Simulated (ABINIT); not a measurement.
# Beyond one shot: Ba2H3I (P-3m1)

Wanted: G0W0 and self-consistent gaps of Ba2H3I (P-3m1), with the cost of the cycles.

Method: LDA and many-body steps on it, plane waves, in ABINIT 10.8.3.

Report form: the programs' logs are mostly left out.

## (1) Set-up

It takes space group P-3m1 (No. 164, trigonal). The conventional cell has a = 4.536 Å, b = 4.536 Å, c = 8.120 Å, α = 90.00°, β = 90.00°, γ = 120.00°. Nearest to Ba lie 7 H at 2.64 to 3.02 Å and 3 I at 3.66 Å. Nearest to H lie 4 Ba at 2.64 to 2.67 Å. Nearest to H lie 6 H at 2.87 Å and 6 Ba at 3.02 Å. Nearest to I lie 6 Ba at 3.66 Å. Farther neighbours and most contacts between anions are not listed.

The cell and positions are those that the Materials Project relaxed with its own functionals (PBE, PBE+U or r2SCAN), kept fixed. Spin-orbit coupling is left out unless a step names it.

## (2) Empty states on the mesh, 3×3×1 mesh, 120 bands

This step: ABINIT 10.8.3; DFT, LDA, plane waves, norm-conserving pseudopotentials.

The sums over transitions need many empty states on a uniform mesh; this step solves for them.

File run.abi:

```
acell 3*1.0 Angstrom
rprim 
  4.536403231722 0.000000000020 0.000000000000
  -2.268201615878 3.928640440471 0.000000000000
  0.000000000000 0.000000000000 8.119554120000
ntypat 3
znucl 56 1 53
natom 6
typat 1 1 2 2 2 3
xred 
  0.666666666667 0.333333333333 0.684719380000
  0.333333333333 0.666666666667 0.315280620000
  0.666666666667 0.333333333333 0.356100520000
  0.333333333333 0.666666666667 0.643899480000
  0.000000000000 0.000000000000 0.500000000000
  0.000000000000 0.000000000000 0.000000000000
pp_dirpath "pseudos"
pseudos "Ba.upf, H.upf, I.upf"
ecut 31
ngkpt 3 3 1
nshiftk 1
shiftk 0 0 0
kptopt 1
chksymbreak 0
iscf -2
irdden 1
istwfk *1
nband 120
nbdbuf 10
tolwfr 1e-09
nstep 60
prtvol 0
indata_prefix "in"
outdata_prefix "out"
tmpdata_prefix "tmp"
```

Started as:

```
OMP_NUM_THREADS=1 mpirun -n 4 abinit run.abi > log
```

Run time: 42 s. Hardware: 4 MPI ranks of Arm Neoverse V1, shared host; peak memory 0.38 GiB.

This step gave:

```
gap                                                           : 2.309 eV
k of the valence top                                          : 0, 0, 0
k of the conduction bottom                                    : 0.3333, 0.3333, 0
least direct gap                                              : 2.472 eV
k points computed                                             : 3
lowest point of the top converged band, above the valence top : 36.35 eV
```

On this mesh the gap is 2.309 eV.

The density comes from a self-consistent run that is not shown.

## (3) Screening, 3×3×1 mesh, 110 bands, screening to 106.1 eV

The RPA dielectric matrix is built and inverted for each q.

This step: RPA screening on LDA, plane waves, norm-conserving pseudopotentials.

Edit run.abi of step 2 so:

```diff
@@ -24,10 +24,11 @@
 chksymbreak 0
-iscf -2
-irdden 1
 istwfk *1
-nband 120
-nbdbuf 10
-tolwfr 1e-09
-nstep 60
-prtvol 0
+occopt 1
+irdwfk 1
+optdriver 3
+nband 110
+ecuteps 3.9
+inclvkb 2
+awtr 1
+symchi 1
 indata_prefix "in"
```

It took 14 s on 4 MPI ranks; peak memory 0.8 GiB; 55 s of CPU time.

Numbers from this step:

```yaml
eps_infinity_with_local_fields_on_this_mesh_along_the_program_s_q_direction: 4.959
the_same_without_local_fields: 5.670
plasma_frequency: 16.91 eV
plane_waves_in_the_screening_matrix: 361
```

Local fields lower ε∞ by 13 %. On a Γ-centred mesh this coarse the value itself is usually too large, while a short band sum pulls it down.

## (4) G0W0

The self-energy is evaluated for the states that the input lists, and the levels follow from it, in one-shot runs by the linearised quasiparticle equation.

This step: G0W0 on LDA, plane waves, norm-conserving pseudopotentials.

Edit run.abi of step 3 so:

```diff
@@ -27,8 +27,17 @@
 irdwfk 1
-optdriver 3
+optdriver 4
 nband 110
+gwcalctyp 0
+ecutsigx 31
+symsigma 1
+nkptgw 2
+kptgw 
+  0.0000000000 0.0000000000 0.0000000000
+  0.3333333333 0.3333333333 0.0000000000
+bdgw 
+  14 18
+  14 17
 ecuteps 3.9
-inclvkb 2
-awtr 1
-symchi 1
+irdscr 1
+ppmodel 1
 indata_prefix "in"
```

Wall time 9.3 s (4 MPI ranks); peak memory 0.68 GiB.

Numbers from this step:

- G0W0 gap on the points computed: 3.91 eV
- starting gap on the mesh: 2.309 eV
- k of the valence top: 0, 0, 0
- k of the conduction bottom: 0.3333, 0.3333, 0
- Z at the valence top: 0.775
- Z at the conduction bottom: 0.816
- least direct G0W0 gap on the computed points: 3.989 eV

The gap on the mesh goes from 2.31 eV to 3.91 eV, a correction of +1.60 eV.

## (5) evGW0, cycle 1

This step: evGW0 on LDA, plane waves, norm-conserving pseudopotentials.

Edit run.abi of step 4 so:

```diff
@@ -29,12 +29,14 @@
 nband 110
-gwcalctyp 0
+gwcalctyp 10
 ecutsigx 31
 symsigma 1
-nkptgw 2
+nkptgw 3
 kptgw 
   0.0000000000 0.0000000000 0.0000000000
+  0.3333333333 0.0000000000 0.0000000000
   0.3333333333 0.3333333333 0.0000000000
 bdgw 
-  14 18
-  14 17
+  10 23
+  10 23
+  10 23
 ecuteps 3.9
```

The job ended after 39 s (4 MPI ranks; peak memory 1.1 GiB; 2.6 min of CPU time).

This step gave:

| Property | Result |
| --- | --- |
| quasiparticle gap on the points computed | 4.313 eV |
| gap of the density functional on the mesh | 2.309 eV |
| k of the valence top | 0, 0, 0 |
| k of the conduction bottom | 0.3333, 0.3333, 0 |
| Z at the valence top | 0.775 |
| Z at the conduction bottom | 0.816 |
| least direct quasiparticle gap on the computed points | 4.368 eV |

Against G0W0 in ABINIT (3×3×1 mesh, 110 bands, screening to 106.1 eV, Godby-Needs plasmon pole), the gap moves by +0.403 eV. This first cycle still uses the starting levels; it takes the full correction, at all points of the mesh, and its linearised value is 3.910 eV.

## (6) evGW0, cycle 2

The corrected levels of the last cycle go back in.

Edit run.abi of step 5 so:

```diff
@@ -44,2 +44,3 @@
 ppmodel 1
+irdqps 1
 indata_prefix "in"
```

It took 38 s on 4 MPI ranks; peak memory 1.1 GiB.

This step gave:

```yaml
quasiparticle_gap_on_the_points_computed: 4.140 eV
gap_of_the_density_functional_on_the_mesh: 2.309 eV
k_of_the_valence_top: 0, 0, 0
k_of_the_conduction_bottom: 0.3333, 0.3333, 0
least_direct_quasiparticle_gap_on_the_computed_points: 4.199 eV
```

Against the cycle before, the gap moves by −0.173 eV.

## (7) evGW0, cycle 3

run.abi is that of step 6.

The job ended after 38 s (4 MPI ranks; peak memory 1.1 GiB).

This step gave:

```
quasiparticle gap on the points computed              : 4.154 eV
gap of the density functional on the mesh             : 2.309 eV
k of the valence top                                  : 0, 0, 0
k of the conduction bottom                            : 0.3333, 0.3333, 0
least direct quasiparticle gap on the computed points : 4.214 eV
```

Against the cycle before, the gap moves by +0.014 eV.

## (8) evGW0, cycle 4

run.abi is that of step 7.

Wall time 38 s (4 MPI ranks); peak memory 1.1 GiB; 2.5 min of CPU time.

Numbers from this step:

- quasiparticle gap on the points computed: 4.153 eV
- gap of the density functional on the mesh: 2.309 eV
- k of the valence top: 0, 0, 0
- k of the conduction bottom: 0.3333, 0.3333, 0
- least direct quasiparticle gap on the computed points: 4.212 eV

Against the cycle before, the gap moves by −0.001 eV.

## (9) Screening, 3×3×1 mesh, 110 bands, screening to 106.1 eV

This step: RPA screening on LDA, plane waves, norm-conserving pseudopotentials.

Edit run.abi of step 8 so:

```diff
@@ -27,20 +27,13 @@
 irdwfk 1
-optdriver 4
+optdriver 3
 nband 110
+ecuteps 3.9
+inclvkb 2
+awtr 1
+symchi 1
 gwcalctyp 10
-ecutsigx 31
-symsigma 1
-nkptgw 3
-kptgw 
-  0.0000000000 0.0000000000 0.0000000000
-  0.3333333333 0.0000000000 0.0000000000
-  0.3333333333 0.3333333333 0.0000000000
-bdgw 
-  10 23
-  10 23
-  10 23
-ecuteps 3.9
-irdscr 1
-ppmodel 1
-irdqps 1
+mbpt_sciss 1.847 eV
+nqptdm 1
+qptdm 
+  0 0 0
 indata_prefix "in"
```

Run time: 9.5 s. Hardware: 4 MPI ranks; peak memory 0.81 GiB; 38 s of CPU time.

Numbers from this step:

```
ε∞ with local fields, on this mesh, along the program's q direction : 3.973
the same without local fields                                       : 4.457
plasma frequency                                                    : 16.91 eV
plane waves in the screening matrix                                 : 361
```

This screening uses the functional's bands under a rigid shift, the mean opening of the cycle before.

## (10) Screening, 3×3×1 mesh, 110 bands, screening to 106.1 eV

This step: RPA screening on LDA from quasiparticle energies, plane waves, norm-conserving pseudopotentials.

Edit run.abi of step 9 so:

```diff
@@ -33,7 +33,8 @@
 symchi 1
+irdqps 1
 gwcalctyp 10
-mbpt_sciss 1.847 eV
-nqptdm 1
+nqptdm 2
 qptdm 
-  0 0 0
+  0.3333333333 0.0000000000 0.0000000000
+  0.3333333333 0.3333333333 0.0000000000
 indata_prefix "in"
```

File mrgscr.stdin:

```
2
merged
q0_SCR
out_SCR
1
```

Started as:

```
OMP_NUM_THREADS=1 mpirun -n 4 abinit run.abi > log; mrgscr < mrgscr.stdin
```

It took 6.5 s on 4 MPI ranks; peak memory 0.61 GiB.

This step gave:

| Item | Value |
| --- | --- |
| plasma frequency | 16.91 eV |
| plane waves in the screening matrix | 361 |

This screening reads the quasiparticle levels of the cycle before.

## (11) evGW, cycle 1

This step: evGW on LDA, plane waves, norm-conserving pseudopotentials.

Edit run.abi of step 10 so:

```diff
@@ -27,14 +27,20 @@
 irdwfk 1
-optdriver 3
+optdriver 4
 nband 110
-ecuteps 3.9
-inclvkb 2
-awtr 1
-symchi 1
-irdqps 1
 gwcalctyp 10
-nqptdm 2
-qptdm 
+ecutsigx 31
+symsigma 1
+nkptgw 3
+kptgw 
+  0.0000000000 0.0000000000 0.0000000000
   0.3333333333 0.0000000000 0.0000000000
   0.3333333333 0.3333333333 0.0000000000
+bdgw 
+  10 23
+  10 23
+  10 23
+ecuteps 3.9
+irdscr 1
+ppmodel 1
+irdqps 1
 indata_prefix "in"
```

Started as:

```
OMP_NUM_THREADS=1 mpirun -n 4 abinit run.abi > log
```

It took 38 s on 4 MPI ranks; peak memory 1.1 GiB; 2.5 min of CPU time.

This step gave:

```yaml
quasiparticle_gap_on_the_points_computed: 4.476 eV
gap_of_the_density_functional_on_the_mesh: 2.309 eV
k_of_the_valence_top: 0, 0, 0
k_of_the_conduction_bottom: 0.3333, 0.3333, 0
least_direct_quasiparticle_gap_on_the_computed_points: 4.538 eV
```

Against G0W0 in ABINIT (3×3×1 mesh, 110 bands, screening to 106.1 eV, Godby-Needs plasmon pole), the gap moves by +0.566 eV.

## (12) Screening, 3×3×1 mesh, 110 bands, screening to 106.1 eV

This step: RPA screening on LDA, plane waves, norm-conserving pseudopotentials.

Edit run.abi of step 11 so:

```diff
@@ -27,20 +27,13 @@
 irdwfk 1
-optdriver 4
+optdriver 3
 nband 110
+ecuteps 3.9
+inclvkb 2
+awtr 1
+symchi 1
 gwcalctyp 10
-ecutsigx 31
-symsigma 1
-nkptgw 3
-kptgw 
-  0.0000000000 0.0000000000 0.0000000000
-  0.3333333333 0.0000000000 0.0000000000
-  0.3333333333 0.3333333333 0.0000000000
-bdgw 
-  10 23
-  10 23
-  10 23
-ecuteps 3.9
-irdscr 1
-ppmodel 1
-irdqps 1
+mbpt_sciss 2.199 eV
+nqptdm 1
+qptdm 
+  0 0 0
 indata_prefix "in"
```

It took 9.1 s on 4 MPI ranks; peak memory 0.71 GiB; 36 s of CPU time.

Numbers from this step:

```
ε∞ with local fields, on this mesh, along the program's q direction : 3.847
the same without local fields                                       : 4.303
plasma frequency                                                    : 16.91 eV
plane waves in the screening matrix                                 : 361
```

This screening uses the functional's bands under a rigid shift, the mean opening of the cycle before.

## (13) Screening, 3×3×1 mesh, 110 bands, screening to 106.1 eV

This step: RPA screening on LDA from quasiparticle energies, plane waves, norm-conserving pseudopotentials.

Edit run.abi of step 12 so:

```diff
@@ -33,7 +33,8 @@
 symchi 1
+irdqps 1
 gwcalctyp 10
-mbpt_sciss 2.199 eV
-nqptdm 1
+nqptdm 2
 qptdm 
-  0 0 0
+  0.3333333333 0.0000000000 0.0000000000
+  0.3333333333 0.3333333333 0.0000000000
 indata_prefix "in"
```

mrgscr.stdin is that of step 10.

Started as:

```
OMP_NUM_THREADS=1 mpirun -n 4 abinit run.abi > log; mrgscr < mrgscr.stdin
```

Wall time 6.5 s (4 MPI ranks); peak memory 0.61 GiB; 25 s of CPU time.

This step gave:

- plasma frequency: 16.91 eV
- plane waves in the screening matrix: 361

This screening reads the quasiparticle levels of the cycle before.

## (14) evGW, cycle 2

This step: evGW on LDA, plane waves, norm-conserving pseudopotentials.

Edit run.abi of step 13 so:

```diff
@@ -27,14 +27,20 @@
 irdwfk 1
-optdriver 3
+optdriver 4
 nband 110
-ecuteps 3.9
-inclvkb 2
-awtr 1
-symchi 1
-irdqps 1
 gwcalctyp 10
-nqptdm 2
-qptdm 
+ecutsigx 31
+symsigma 1
+nkptgw 3
+kptgw 
+  0.0000000000 0.0000000000 0.0000000000
   0.3333333333 0.0000000000 0.0000000000
   0.3333333333 0.3333333333 0.0000000000
+bdgw 
+  10 23
+  10 23
+  10 23
+ecuteps 3.9
+irdscr 1
+ppmodel 1
+irdqps 1
 indata_prefix "in"
```

Started as:

```
OMP_NUM_THREADS=1 mpirun -n 4 abinit run.abi > log
```

It took 38 s on 4 MPI ranks; peak memory 1.1 GiB; 2.5 min of CPU time.

Numbers from this step:

```yaml
quasiparticle_gap_on_the_points_computed: 4.507 eV
gap_of_the_density_functional_on_the_mesh: 2.309 eV
k_of_the_valence_top: 0, 0, 0
k_of_the_conduction_bottom: 0.3333, 0.3333, 0
least_direct_quasiparticle_gap_on_the_computed_points: 4.569 eV
```

Against the cycle before, the gap moves by +0.031 eV.

## (15) Screening, 3×3×1 mesh, 110 bands, screening to 106.1 eV

This step: RPA screening on LDA, plane waves, norm-conserving pseudopotentials.

Edit run.abi of step 14 so:

```diff
@@ -27,20 +27,13 @@
 irdwfk 1
-optdriver 4
+optdriver 3
 nband 110
+ecuteps 3.9
+inclvkb 2
+awtr 1
+symchi 1
 gwcalctyp 10
-ecutsigx 31
-symsigma 1
-nkptgw 3
-kptgw 
-  0.0000000000 0.0000000000 0.0000000000
-  0.3333333333 0.0000000000 0.0000000000
-  0.3333333333 0.3333333333 0.0000000000
-bdgw 
-  10 23
-  10 23
-  10 23
-ecuteps 3.9
-irdscr 1
-ppmodel 1
-irdqps 1
+mbpt_sciss 2.231 eV
+nqptdm 1
+qptdm 
+  0 0 0
 indata_prefix "in"
```

The job ended after 9.3 s (4 MPI ranks; peak memory 0.77 GiB).

This step gave:

```yaml
eps_infinity_with_local_fields_on_this_mesh_along_the_program_s_q_direction: 3.836
the_same_without_local_fields: 4.289
plasma_frequency: 16.91 eV
plane_waves_in_the_screening_matrix: 361
```

This screening uses the functional's bands under a rigid shift, the mean opening of the cycle before.

## (16) Screening, 3×3×1 mesh, 110 bands, screening to 106.1 eV

This step: RPA screening on LDA from quasiparticle energies, plane waves, norm-conserving pseudopotentials.

Edit run.abi of step 15 so:

```diff
@@ -33,7 +33,8 @@
 symchi 1
+irdqps 1
 gwcalctyp 10
-mbpt_sciss 2.231 eV
-nqptdm 1
+nqptdm 2
 qptdm 
-  0 0 0
+  0.3333333333 0.0000000000 0.0000000000
+  0.3333333333 0.3333333333 0.0000000000
 indata_prefix "in"
```

mrgscr.stdin is that of step 13.

Started as:

```
OMP_NUM_THREADS=1 mpirun -n 4 abinit run.abi > log; mrgscr < mrgscr.stdin
```

The job ended after 6.3 s (4 MPI ranks; peak memory 0.61 GiB; 25 s of CPU time).

Numbers from this step:

| Property | Result |
| --- | --- |
| plasma frequency | 16.91 eV |
| plane waves in the screening matrix | 361 |

This screening reads the quasiparticle levels of the cycle before.

## (17) evGW, cycle 3

This step: evGW on LDA, plane waves, norm-conserving pseudopotentials.

Edit run.abi of step 16 so:

```diff
@@ -27,14 +27,20 @@
 irdwfk 1
-optdriver 3
+optdriver 4
 nband 110
-ecuteps 3.9
-inclvkb 2
-awtr 1
-symchi 1
-irdqps 1
 gwcalctyp 10
-nqptdm 2
-qptdm 
+ecutsigx 31
+symsigma 1
+nkptgw 3
+kptgw 
+  0.0000000000 0.0000000000 0.0000000000
   0.3333333333 0.0000000000 0.0000000000
   0.3333333333 0.3333333333 0.0000000000
+bdgw 
+  10 23
+  10 23
+  10 23
+ecuteps 3.9
+irdscr 1
+ppmodel 1
+irdqps 1
 indata_prefix "in"
```

Started as:

```
OMP_NUM_THREADS=1 mpirun -n 4 abinit run.abi > log
```

It took 38 s on 4 MPI ranks; peak memory 1.1 GiB.

Numbers from this step:

* quasiparticle gap on the points computed: 4.51 eV
* gap of the density functional on the mesh: 2.309 eV
* k of the valence top: 0, 0, 0
* k of the conduction bottom: 0.3333, 0.3333, 0
* least direct quasiparticle gap on the computed points: 4.572 eV

Against the cycle before, the gap moves by +0.003 eV.

## (18) The runs together

Times are wall times on 4 MPI ranks of Arm Neoverse V1, shared host, good to a factor of about two. A run's time includes the screening step that it read.

```
           run   mesh  bands  screening cutoff (eV)  DFT gap (eV)  gap on the mesh (eV)  direct (eV)  ε∞ used  time
          G0W0  3×3×1    110                  106.1         2.309                 3.910        3.989     4.96  23 s
evGW0, cycle 1  3×3×1    110                  106.1         2.309                 4.313        4.368     4.96  52 s
evGW0, cycle 2  3×3×1    110                  106.1         2.309                 4.140        4.199     4.96  52 s
evGW0, cycle 3  3×3×1    110                  106.1         2.309                 4.154        4.214     4.96  52 s
evGW0, cycle 4  3×3×1    110                  106.1         2.309                 4.153        4.212     4.96  52 s
 evGW, cycle 1  3×3×1    110                  106.1         2.309                 4.476        4.538     3.97  54 s
 evGW, cycle 2  3×3×1    110                  106.1         2.309                 4.507        4.569     3.85  53 s
 evGW, cycle 3  3×3×1    110                  106.1         2.309                 4.510        4.572     3.84  54 s
```

## (19) Summary of results

* G0W0: 3.910 eV
* evGW0, cycle 1: 4.313 eV
* evGW0, cycle 2: 4.140 eV
* evGW0, cycle 3: 4.154 eV
* evGW0, cycle 4: 4.153 eV
* evGW, cycle 1: 4.476 eV
* evGW, cycle 2: 4.507 eV
* evGW, cycle 3: 4.510 eV
* known limits: not at the basis limit; no spin-orbit coupling; coarse k mesh

Only the bands that the input lists are updated; the others, empty or deep, keep the functional's energies or take a rigid shift. The evGW loop starts from the last levels of evGW0, so its cycles and time come on top of those. evGW0 ends at 4.15 eV, +0.24 eV from G0W0, after 4 cycles that took 2.5 min beside the first screening; the last moved the gap by 0.001 eV. evGW ends at 4.51 eV, +0.60 eV from G0W0, after 3 cycles that took 2.7 min beside the first screening; the last moved the gap by 0.003 eV. The first cycle of evGW0 takes the full correction, without the factor Z, so it overshoots the one-shot value. Bands and cutoff are finite, so the gap is not at the basis limit. The miss can reach some tenths of an eV and take either sign; the mesh is an error of its own. In the G0W0 runs levels were corrected at 2 k points alone, so a gap called «on the mesh» is the least over those, and an edge elsewhere would be missed. A denser mesh or path gives a starting gap of 1.96 eV: the GW mesh misses a band edge, so its gaps are not the fundamental one. The 3×3×1 mesh is coarse for this cell, which bears on the long-range parts of exchange and screening. In the updated screening the q = 0 part is built from Kohn-Sham bands under a rigid shift, the other q from the quasiparticle levels. The many-body steps are scalar-relativistic: spin-orbit coupling is not in them.

[Paths, hosts, dates, memory and timing lines, banners, echoed tables and standing remarks are left out of the program output.]

[Logs are printed without paths, hosts, clocks, repeated set-up lines and the standing remarks that a program may print on its own settings, such as how far it seeks lower states.]

[Runs of the session that timed out or met a known fault of the program may be left out.]

[Hosts, paths, dates, database ids (printed as entryN), source tags and the programs' standing remarks are cut or masked in the printed files.]

[G0W0 gaps are taken among the corrected bands and points alone; a level outside them can change the order at an edge.]

[Where Ansatz stands beside ABINIT at settings called matched, ABINIT's density can come from a denser mesh and the files from another edition; pairs whose starting gaps differed by over 0.03 eV were left out, so agreement reads better than it is.]
